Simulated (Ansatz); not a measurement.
# Al(111) with 4 thermally displaced layers, 2x2: scattering by thermal displacements, part 2 of 2

Wanted: the phonon-limited resistivity of Al at 180 K by the Landauer route.

Ansatz 0.2.0; Ansatz plane-wave DFT, PBE, PAW files; ballistic transport by layer matching (Landauer), zero bias; PAW set soft_1.

So far. Step 2 (With 4 displaced layers): Over the solved energies the transmission per spin lies between 5.06 and 5.25, out of 5.42 channels of the lead on average (up to 5.55).

## Step 3: With 8 displaced layers

Each atom of 8 layers is moved at random, by amounts drawn from a normal law 0.078 Å wide in each direction from the Debye model (428 K) at 180 K. A fresh draw is used; the growth of the resistance with length is what counts.

System of this step: Al(111) with 8 thermally displaced layers, 2x2. The cell holds 56 atoms: 56 Al. Cell: a = 5.725 Å, b = 5.725 Å, c = 32.761 Å, α = 87.5°, β = 92.5°, γ = 120.0°. It derives from Al. Regions: lead, 24 atoms (24 Al); scattering region, 32 atoms (32 Al). The structure is stacked along c, and the current runs across the ab planes.

Input file input.yaml:

```yaml
crystal:
  lattice:
    - [5.7246940741, 0.0, 0.0]
    - [-2.862347037, 4.957730497, 0.0]
    - [-1.4311735185, 0.8262884162, 32.7193519684]
  atoms:
    - { symbol: Al, position: [0.005952381, 0.994047619, 0.0357142857] }
    - { symbol: Al, position: [0.005952381, 0.494047619, 0.0357142857] }
    - { symbol: Al, position: [0.505952381, 0.994047619, 0.0357142857] }
    - { symbol: Al, position: [0.505952381, 0.494047619, 0.0357142857] }
    - { symbol: Al, position: [0.1845238095, 0.3154761905, 0.1071428571] }
    - { symbol: Al, position: [0.1845238095, 0.8154761905, 0.1071428571] }
    - { symbol: Al, position: [0.6845238095, 0.3154761905, 0.1071428571] }
    - { symbol: Al, position: [0.6845238095, 0.8154761905, 0.1071428571] }
    - { symbol: Al, position: [0.3630952381, 0.1369047619, 0.1785714286] }
    - { symbol: Al, position: [0.3630952381, 0.6369047619, 0.1785714286] }
    - { symbol: Al, position: [0.8630952381, 0.1369047619, 0.1785714286] }
    - { symbol: Al, position: [0.8630952381, 0.6369047619, 0.1785714286] }
    - { symbol: Al, position: [0.0767163656, 0.9788905746, 0.2508523236] }
    - { symbol: Al, position: [0.0254220208, 0.4580022868, 0.25156564] }
    - { symbol: Al, position: [0.527385484, 0.9643815579, 0.2510251904] }
    - { symbol: Al, position: [0.5415725621, 0.4399587289, 0.2484218925] }
    - { symbol: Al, position: [0.2057742969, 0.2606582369, 0.3255768241] }
    - { symbol: Al, position: [0.2159645173, 0.7850425563, 0.3208118967] }
    - { symbol: Al, position: [0.7524651074, 0.3002921977, 0.3229390666] }
    - { symbol: Al, position: [0.6908833746, 0.7803090674, 0.3230591081] }
    - { symbol: Al, position: [0.4083558748, 0.0907406, 0.3972024936] }
    - { symbol: Al, position: [0.3759763479, 0.5904065756, 0.395087162] }
    - { symbol: Al, position: [0.9153116149, 0.1326325346, 0.393306746] }
    - { symbol: Al, position: [0.8867734081, 0.5956814684, 0.390254847] }
    - { symbol: Al, position: [0.0651571952, 0.9323105089, 0.4656717481] }
    - { symbol: Al, position: [0.0897597964, 0.4100704062, 0.4683140999] }
    - { symbol: Al, position: [0.5856818889, 0.9475717361, 0.4632535548] }
    - { symbol: Al, position: [0.5697313734, 0.4261405974, 0.4667456471] }
    - { symbol: Al, position: [0.2530059635, 0.2353647073, 0.5325155844] }
    - { symbol: Al, position: [0.241197755, 0.751566282, 0.5380746718] }
    - { symbol: Al, position: [0.7456048394, 0.2267904515, 0.5377964211] }
    - { symbol: Al, position: [0.7331345125, 0.7325773185, 0.5371953634] }
    - { symbol: Al, position: [0.4066617145, 0.0717887137, 0.6057556905] }
    - { symbol: Al, position: [0.4354979751, 0.5642043359, 0.6076248837] }
    - { symbol: Al, position: [0.9385826111, 0.0529748819, 0.6105317851] }
    - { symbol: Al, position: [0.951524212, 0.5782932437, 0.6099209642] }
    - { symbol: Al, position: [0.130503621, 0.9001602317, 0.6787517133] }
    - { symbol: Al, position: [0.0922782989, 0.3850850688, 0.676736198] }
    - { symbol: Al, position: [0.5955099038, 0.8911987135, 0.6772154838] }
    - { symbol: Al, position: [0.5909564712, 0.3703815801, 0.6792115817] }
    - { symbol: Al, position: [0.3069576957, 0.2291539043, 0.7499668146] }
    - { symbol: Al, position: [0.3173606999, 0.7299473392, 0.7527430527] }
    - { symbol: Al, position: [0.7692298547, 0.2275374114, 0.7508099664] }
    - { symbol: Al, position: [0.8005167122, 0.7140241884, 0.7509128451] }
    - { symbol: Al, position: [0.4702380952, 0.0297619048, 0.8214285714] }
    - { symbol: Al, position: [0.4702380952, 0.5297619048, 0.8214285714] }
    - { symbol: Al, position: [0.9702380952, 0.0297619048, 0.8214285714] }
    - { symbol: Al, position: [0.9702380952, 0.5297619048, 0.8214285714] }
    - { symbol: Al, position: [0.1488095238, 0.8511904762, 0.8928571429] }
    - { symbol: Al, position: [0.1488095238, 0.3511904762, 0.8928571429] }
    - { symbol: Al, position: [0.6488095238, 0.8511904762, 0.8928571429] }
    - { symbol: Al, position: [0.6488095238, 0.3511904762, 0.8928571429] }
    - { symbol: Al, position: [0.3273809524, 0.1726190476, 0.9642857143] }
    - { symbol: Al, position: [0.3273809524, 0.6726190476, 0.9642857143] }
    - { symbol: Al, position: [0.8273809524, 0.1726190476, 0.9642857143] }
    - { symbol: Al, position: [0.8273809524, 0.6726190476, 0.9642857143] }
kpoints:
  mp_grid: { grid: [5, 5, 1] }
hamiltonian:
  xc: pbe
  pseudopotentials: { kind: paw, azcp: { folder: soft_1 } }
scf:
  occupations: { method: fermi_dirac, width: 0.1 }
output:
  transmission:
    leads: [[0, 4]]
    kmesh: [10, 10]
    e_range: [-0.05, 0.05]
    de: 0.05
  write_potential: true
  write_density: true
  volumetric_format: npy
```

The run is started by

```
> ansatz run input.yaml --threads 4 --pin off --max-ram 15360MiB --backend cpu --events-out ev --progress --plain --runs-dir out
```

Numbers of over 12 decimals in the logs are rounded to 6 here.

Output:

```text
[...]
Crystal: 56 atoms, lattice volume = 928.624 Å³
Basis set: ecut = 420 eV, 18271 PW (Γ)
Bands: 140, of which v1, the nominal top of the filled ones, is band 84 counted from 1 (83 counted from 0)
Symmetry: 1 space group operations
[...]
k-points: 13 of 25 (time reversal used)
[...]
SCF iter   1: F=—  HF=-30101.022541 eV  |F-HF|=—  |Δ(HF+E_count)|=         —  Δρ=2.34e-2  dr2=7.07e0  ethr=3.10e-3  ⟨swp⟩=7.0  Hψ=8608  notcnv=0  defer=48
[...]
SCF iter   7: F=-30098.758081 eV  HF=-30098.758081 eV  |F-HF|=1.08e-8  |Δ(HF+E_count)|=   2.48e-8  Δρ=9.77e-7  dr2=1.89e-8  ethr=5.95e-11  ⟨swp⟩=13.0  Hψ=7227  notcnv=0
SCF 1 converged in 7 iterations: F = -30098.758081 eV  dr2 = 1.89e-8
[...]
transmission: 222 of 2132 steps passed
transmission: 432 of 2132 steps passed
[...]
transmission: 2132 of 2132 steps passed
SCF converged after 7 iterations
Free energy (F): -30098.758081 eV
[...]
Internal energy: -30097.861462 eV  (E = F + TS)
E sigma→0 (E₀):  -30098.309772 eV
Entropy (-TS):   -0.896619 eV (-16.011 meV/atom)
Fermi energy:    7.938954 eV
[...]
--- Band table (eV; the first three rows and the last of 13) ---
  k-point 0: bands = [... 80 lower, 6.5371, 6.5543, 6.6088, 7.0250, 7.0578, 7.1095, 7.1331, 7.2251, ... 52 higher]
  k-point 1: bands = [... 80 lower, 6.9402, 7.0577, 7.1200, 7.1787, 7.2058, 7.6149, 7.6664, 7.6886, ... 52 higher]
  k-point 2: bands = [... 80 lower, 7.9998, 8.0314, 8.0954, 8.1220, 8.1512, 8.1797, 8.2009, 8.2815, ... 52 higher]
  k-point 12: bands = [... 80 lower, 7.7430, 7.9079, 7.9222, 7.9763, 7.9979, 8.0071, 8.0419, 8.0752, ... 52 higher]
--- Transmission ---
  basis      : 253 plane waves across, 41 finite elements along
  points     : 52, standing for a mesh of 10 x 10
[...]
channels       : 5.410000e0 a spin
[...]
junction   : crystal 0 to crystal 0, 0.70 to 31.08 Å
    transmission   : 4.971774e0 a spin
[...]
```

The job ended after 12 min (4 threads of Arm Neoverse V1, shared host; peak memory 3.1 GiB).

Numbers from this step:

- free energy: -30098.7581 eV
- energy at zero smearing: -30098.3098 eV
- Fermi energy: 7.939 eV
- transmission per spin nearest the Fermi level: 4.972
- step of the lead's potential: 4.7 meV

Per spin. The transmission, zone mean by energy, zero at the Fermi level:

```tsv
energy (eV)	transmission, zone mean
-0.0500	4.80
0.0000	4.97
0.0500	5.06
```

Over the solved energies the transmission per spin lies between 4.80 and 5.06, out of 5.41 channels of the lead on average (up to 5.59).

## Step 4: With 12 displaced layers

Each atom of 12 layers is moved at random, by amounts drawn from a normal law 0.078 Å wide in each direction from the Debye model (428 K) at 180 K. A fresh draw is used; the growth of the resistance with length is what counts.

System of this step: Al(111) with 12 thermally displaced layers, 2x2. The cell holds 72 atoms: 72 Al. Its edges and angles: a = 5.725 Å, b = 5.725 Å, c = 42.068 Å, α = 90.0°, β = 90.0°, γ = 120.0°. It derives from Al. Regions: lead, 24 atoms (24 Al); scattering region, 48 atoms (48 Al). The structure is stacked along c, and the current runs across the ab planes.

Input file input.yaml:

```yaml
crystal:
  lattice:
    - [5.7246940741, 0.0, 0.0]
    - [-2.862347037, 4.957730497, 0.0]
    - [0.0, 0.0, 42.0677382451]
  atoms:
    - { symbol: Al, position: [0.0, 0.0, 0.0277777778] }
    - { symbol: Al, position: [0.0, 0.5, 0.0277777778] }
    - { symbol: Al, position: [0.5, 0.0, 0.0277777778] }
    - { symbol: Al, position: [0.5, 0.5, 0.0277777778] }
    - { symbol: Al, position: [0.1666666667, 0.3333333333, 0.0833333333] }
    - { symbol: Al, position: [0.1666666667, 0.8333333333, 0.0833333333] }
    - { symbol: Al, position: [0.6666666667, 0.3333333333, 0.0833333333] }
    - { symbol: Al, position: [0.6666666667, 0.8333333333, 0.0833333333] }
    - { symbol: Al, position: [0.3333333333, 0.1666666667, 0.1388888889] }
    - { symbol: Al, position: [0.3333333333, 0.6666666667, 0.1388888889] }
    - { symbol: Al, position: [0.8333333333, 0.1666666667, 0.1388888889] }
    - { symbol: Al, position: [0.8333333333, 0.6666666667, 0.1388888889] }
    - { symbol: Al, position: [0.0015293317, 0.9943508241, 0.1909170298] }
    - { symbol: Al, position: [0.9921901528, 0.4873495284, 0.1964480801] }
    - { symbol: Al, position: [0.4967207749, 0.0013138743, 0.1928684785] }
    - { symbol: Al, position: [0.4929489667, 0.4998184735, 0.1916891663] }
    - { symbol: Al, position: [0.1699305199, 0.3316637914, 0.2478005638] }
    - { symbol: Al, position: [0.1380141059, 0.841408603, 0.2494480002] }
    - { symbol: Al, position: [0.6575836501, 0.3296163381, 0.2533694494] }
    - { symbol: Al, position: [0.6666695113, 0.8346966917, 0.2472415727] }
    - { symbol: Al, position: [0.3630086097, 0.1811076219, 0.3075346531] }
    - { symbol: Al, position: [0.3411970785, 0.6810945077, 0.3062436388] }
    - { symbol: Al, position: [0.8404939506, 0.1642712002, 0.3028215855] }
    - { symbol: Al, position: [0.8321297869, 0.6362110465, 0.305110488] }
    - { symbol: Al, position: [0.9890050283, 0.9835857287, 0.3622484162] }
    - { symbol: Al, position: [0.9938312346, 0.4931238381, 0.3620753851] }
    - { symbol: Al, position: [0.5044348153, 0.0218620822, 0.3617630383] }
    - { symbol: Al, position: [0.4782333485, 0.4693979169, 0.3586853106] }
    - { symbol: Al, position: [0.1810829587, 0.3325368422, 0.4161414874] }
    - { symbol: Al, position: [0.1789715136, 0.8131448615, 0.415580308] }
    - { symbol: Al, position: [0.6648392238, 0.3425620868, 0.4154358503] }
    - { symbol: Al, position: [0.6456729394, 0.8080688165, 0.4180195643] }
    - { symbol: Al, position: [0.3405727741, 0.1591686553, 0.4725252076] }
    - { symbol: Al, position: [0.3120002459, 0.6592404848, 0.4747782352] }
    - { symbol: Al, position: [0.8533656482, 0.2030310184, 0.4707620289] }
    - { symbol: Al, position: [0.8397045637, 0.6635894701, 0.473271779] }
    - { symbol: Al, position: [0.9954851666, 0.9911669287, 0.5261684029] }
    - { symbol: Al, position: [0.041184305, 0.4987826145, 0.5240369982] }
    - { symbol: Al, position: [0.4964950164, 0.0106721195, 0.5268502934] }
    - { symbol: Al, position: [0.5264328835, 0.5157774149, 0.5274951991] }
    - { symbol: Al, position: [0.1523222975, 0.3175181002, 0.5820349391] }
    - { symbol: Al, position: [0.1560647232, 0.8522901298, 0.5862839839] }
    - { symbol: Al, position: [0.6402446615, 0.3147340369, 0.5800528543] }
    - { symbol: Al, position: [0.6290820632, 0.7844406267, 0.5812144772] }
    - { symbol: Al, position: [0.3482911389, 0.1612258962, 0.6404740893] }
    - { symbol: Al, position: [0.3405243782, 0.6943789835, 0.6392584258] }
    - { symbol: Al, position: [0.8482134307, 0.2068409707, 0.6382870139] }
    - { symbol: Al, position: [0.8182758953, 0.6698446628, 0.6388168523] }
    - { symbol: Al, position: [0.0072819127, 0.985493789, 0.6959371441] }
    - { symbol: Al, position: [0.0063691852, 0.4894908244, 0.6947472519] }
    - { symbol: Al, position: [0.5071371793, 0.0369222377, 0.6931383095] }
    - { symbol: Al, position: [0.4854361966, 0.4832240645, 0.6938024111] }
    - { symbol: Al, position: [0.1726289435, 0.3454180786, 0.7488675854] }
    - { symbol: Al, position: [0.1529868555, 0.8110382625, 0.7484652206] }
    - { symbol: Al, position: [0.7124253561, 0.3497221544, 0.7485505072] }
    - { symbol: Al, position: [0.6407589955, 0.8179779845, 0.7499597648] }
    - { symbol: Al, position: [0.3279487122, 0.1549506787, 0.8031690403] }
    - { symbol: Al, position: [0.3562763949, 0.6737760452, 0.8048607553] }
    - { symbol: Al, position: [0.8261581946, 0.1583320336, 0.8001093747] }
    - { symbol: Al, position: [0.8264849079, 0.6498166542, 0.8036956388] }
    - { symbol: Al, position: [0.0, 0.0, 0.8611111111] }
    - { symbol: Al, position: [0.0, 0.5, 0.8611111111] }
    - { symbol: Al, position: [0.5, 0.0, 0.8611111111] }
    - { symbol: Al, position: [0.5, 0.5, 0.8611111111] }
    - { symbol: Al, position: [0.1666666667, 0.3333333333, 0.9166666667] }
    - { symbol: Al, position: [0.1666666667, 0.8333333333, 0.9166666667] }
    - { symbol: Al, position: [0.6666666667, 0.3333333333, 0.9166666667] }
    - { symbol: Al, position: [0.6666666667, 0.8333333333, 0.9166666667] }
    - { symbol: Al, position: [0.3333333333, 0.1666666667, 0.9722222222] }
    - { symbol: Al, position: [0.3333333333, 0.6666666667, 0.9722222222] }
    - { symbol: Al, position: [0.8333333333, 0.1666666667, 0.9722222222] }
    - { symbol: Al, position: [0.8333333333, 0.6666666667, 0.9722222222] }
kpoints:
  mp_grid: { grid: [5, 5, 1] }
hamiltonian:
  xc: pbe
  pseudopotentials: { kind: paw, azcp: { folder: soft_1 } }
scf:
  occupations: { method: fermi_dirac, width: 0.1 }
output:
  transmission:
    leads: [[0, 4]]
    kmesh: [10, 10]
    e_range: [-0.05, 0.05]
    de: 0.05
  write_potential: true
  write_density: true
  volumetric_format: npy
```

Output:

```text
[...]
Crystal: 72 atoms, lattice volume = 1193.945 Å³
Basis set: ecut = 420 eV, 23469 PW (Γ)
Bands: 180, of which v1, the nominal top of the filled ones, is band 108 counted from 1 (107 counted from 0)
Symmetry: 1 space group operations
[...]
k-points: 13 of 25 (time reversal used)
[...]
SCF iter   1: F=—  HF=-38700.957327 eV  |F-HF|=—  |Δ(HF+E_count)|=         —  Δρ=2.36e-2  dr2=1.11e1  ethr=3.10e-3  ⟨swp⟩=6.3  Hψ=10887  notcnv=0  defer=105
[...]
SCF iter   7: F=-38697.930975 eV  HF=-38697.930975 eV  |F-HF|=2.67e-8  |Δ(HF+E_count)|=   4.73e-8  Δρ=1.52e-6  dr2=5.15e-8  ethr=4.63e-11  ⟨swp⟩=13.5  Hψ=10154  notcnv=0
SCF 1 converged in 7 iterations: F = -38697.930975 eV  dr2 = 5.15e-8
[...]
transmission: 273 of 2704 steps passed
transmission: 549 of 2704 steps passed
[...]
transmission: 2704 of 2704 steps passed
SCF converged after 7 iterations
Free energy (F): -38697.930975 eV
[...]
Internal energy: -38696.711107 eV  (E = F + TS)
E sigma→0 (E₀):  -38697.321041 eV
Entropy (-TS):   -1.219868 eV (-16.943 meV/atom)
Fermi energy:    7.948988 eV
[...]
--- Band table (eV; the first three rows and the last of 13) ---
  k-point 0: bands = [... 104 lower, 6.6271, 6.6744, 6.6890, 6.8073, 6.8331, 6.8493, 6.8600, 6.8817, ... 68 higher]
  k-point 1: bands = [... 104 lower, 6.9498, 6.9807, 7.1255, 7.1498, 7.1640, 7.1700, 7.2192, 7.4119, ... 68 higher]
  k-point 2: bands = [... 104 lower, 7.9997, 8.0244, 8.0434, 8.0737, 8.1045, 8.1186, 8.1344, 8.1905, ... 68 higher]
  k-point 12: bands = [... 104 lower, 7.7329, 7.8877, 7.9095, 7.9378, 7.9747, 8.0039, 8.0343, 8.0554, ... 68 higher]
--- Transmission ---
  basis      : 253 plane waves across, 52 finite elements along
  points     : 52, standing for a mesh of 10 x 10
[...]
channels       : 5.590000e0 a spin
[...]
junction   : crystal 0 to crystal 0, 0.70 to 40.43 Å
    transmission   : 4.769933e0 a spin
[...]
```

The job ended after 14 min (4 threads; peak memory 4.9 GiB; 45 min of CPU time).

This step gave:

* free energy: -38697.9310 eV
* energy at zero smearing: -38697.3210 eV
* Fermi energy: 7.949 eV
* transmission per spin nearest the Fermi level: 4.770
* open channels per spin nearest the Fermi level: 5.59
* step of the lead's potential: 5.9 meV

Per spin. Transmission, zone mean against energy, zero at the Fermi level:

```tsv
energy (eV)	transmission, zone mean
-0.0500	4.61
0.0000	4.77
0.0500	4.70
```

Over the solved energies the transmission per spin lies between 4.61 and 4.77, out of 5.47 channels of the lead on average (up to 5.59).

## Step 5: The fit

This step: Ansatz plane-wave DFT, PBE, PAW files; ballistic transport by layer matching (Landauer), zero bias; resistivity from the slope of the area resistance; PAW set soft_1 (Ansatz 0.2.0).

Numbers from this step:

```yaml
resistivity: 4.089 µΩ cm
intercept: -0.006828 fΩ m²
scatter_about_the_fit: 0.004159 fΩ m²
```

Resistance, by row:

```tsv
run	length (Å)	T	channels N	RA (fΩ m²)
n4	9.348	5.155	5.417	0.03434
n8	18.7	4.945	5.41	0.06373
n12	28.05	4.694	5.47	0.1108
```

The area resistance by length of the displaced region:

```tsv
length of the displaced region (Å)	area resistance (fΩ m²)
9.35	0.0343
18.70	0.0637
28.05	0.111
```

The area resistance goes from 0.034 to 0.11 fΩ m² between 9.3 and 28.0 Å, a slope of 4.1 µΩ cm.

By hand from the end points: (0.1108 − 0.03434) fΩ m² / (28.05 − 9.35) Å = 4.1 µΩ cm, since 1 fΩ m² per Å is 1000 µΩ cm.

## Step 6: Results

```
resistivity from the slope  : 4.09 µΩ cm
area resistance over 9.35 Å : 0.0343 fΩ m²
area resistance over 18.7 Å : 0.0637 fΩ m²
area resistance over 28.0 Å : 0.111 fΩ m²
```

**Reading.** The slope gives 4.1 µΩ cm. The points scatter by 0.0042 fΩ m² about the line, with one random draw a length in a 2x2 cell, so the slope is a rough value. The mean square of the displacements drawn is 0.78, 0.99 and 1.2 of the nominal one at the three lengths; with each resistance scaled back by that, the slope is 2.7 µΩ cm, the value used below. The lead's own channel count moves between the runs (5.42, 5.41 and 5.47), which shifts RA and the slope too. Read with a model of isotropic scattering on a spherical Fermi surface and the lead's 1.5×10¹⁵ S/m², this slope means a mean free path near 224 Å; over these lengths the model's slope is 1.18 times its bulk resistivity, which would be 2.3 µΩ cm. Uncorrelated displacements put too much weight on short waves, which scatter strongly; with the sideways repeat of a small cell, one draw and three short lengths, the method is good to a factor of two or three.

[Logs are printed without paths, hosts, clocks, repeated set-up lines and the standing remarks that a program may print on its own settings, such as how far it seeks lower states.]

[Hosts, paths, dates, database ids (printed as entryN), source tags and the programs' standing remarks are cut or masked in the printed files.]
